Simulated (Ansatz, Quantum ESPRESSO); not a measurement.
# Equation of state of fcc Al

How stiff is fcc Al under hydrostatic load? Each row relaxes cell and atoms at a set pressure. The phase is followed to these pressures whether or not it stays the stable one.

Calculated with Ansatz 0.2.0, PBEsol, PAW files of the set soft_1, cutoff 600 eV, Fermi–Dirac smearing 0.05 eV, k-mesh 19×19×19, no spin polarisation, no spin-orbit coupling.

Reference cell, relaxed at zero pressure with PBEsol (Fm-3m): a = 2.8386 Å, b = 2.8386 Å, c = 2.8386 Å, α = 60.00°, β = 60.00°, γ = 60.00°.

```csv
atom,x,y,z
Al,0.0000,0.0000,0.0000
```

```
V (Å³/atom)    V/V0  P (GPa)  E − E0 (meV/atom)
    17.0926  1.0569   −3.980               12.0
    15.3204  0.9473    5.000               12.7
    14.6622  0.9066    9.996               43.1
    14.1265  0.8735   15.002               84.6
    13.6766  0.8457   19.983              133.5
```

V0 = 16.1726 Å³ an atom, where the residual pressure P0 is +0.002 GPa. **Question.** Fit the Birch–Murnaghan law and give the pressure and the energy at V = 12.9407 Å³ an atom, a row left out above.

With the Eulerian strain f = ½[(V0/V)^(2/3) − 1] and F = (P − P0)/[3f(1 + 2f)^(5/2)], the third-order law is the line F = B0 + (3/2) B0 (B′ − 4) f.

| f | F (GPa) |
| --- | --- |
| 0.05912 | 85.20 |
| 0.04718 | 84.58 |
| 0.03377 | 83.77 |
| 0.01837 | 82.85 |
| −0.01811 | 80.39 |

A straight line through the 5 rows: the means are 0.02807 for f and 83.358 for F, Σ(Δx)² = 0.003588 and ΣΔxΔy = 0.2249, so the slope is 0.2249/0.003588 = 62.669 and the intercept 83.358 − (62.669)(0.02807) = 81.599.

Hence B0 = 81.6 GPa and B′ = 4 + (62.7)/(1.5 × 81.6) = 4.51. For the withheld volume f = 0.08012, F = 86.62 GPa and P = 30.19 GPa, an extrapolation past the fitted rows. The run itself gives 29.99 GPa, so the estimate misses by 0.20 GPa, more than the largest misfit of the fitted rows (0.03 GPa).

Integrating the same law gives E − E0 = (9/2) B0 V0 f²[1 + (B′ − 4) f] + P0(V0 − V), with 1 GPa Å³ = 6.2415 meV: 247.7 meV an atom. The run itself gives 247.3 meV, so the estimate misses by 0.4 meV, more than the largest misfit of the fitted rows (0.1 meV).

The same fit over all rows at other levels or in other programs gives B0 = 81 GPa with PBEsol (Quantum ESPRESSO, GBRV).

The calculation is for a static lattice, while measurements hold thermal and zero-point motion.

[Logs are printed without paths, hosts, clocks, repeated set-up lines and the standing remarks that a program may print on its own settings, such as how far it seeks lower states.]
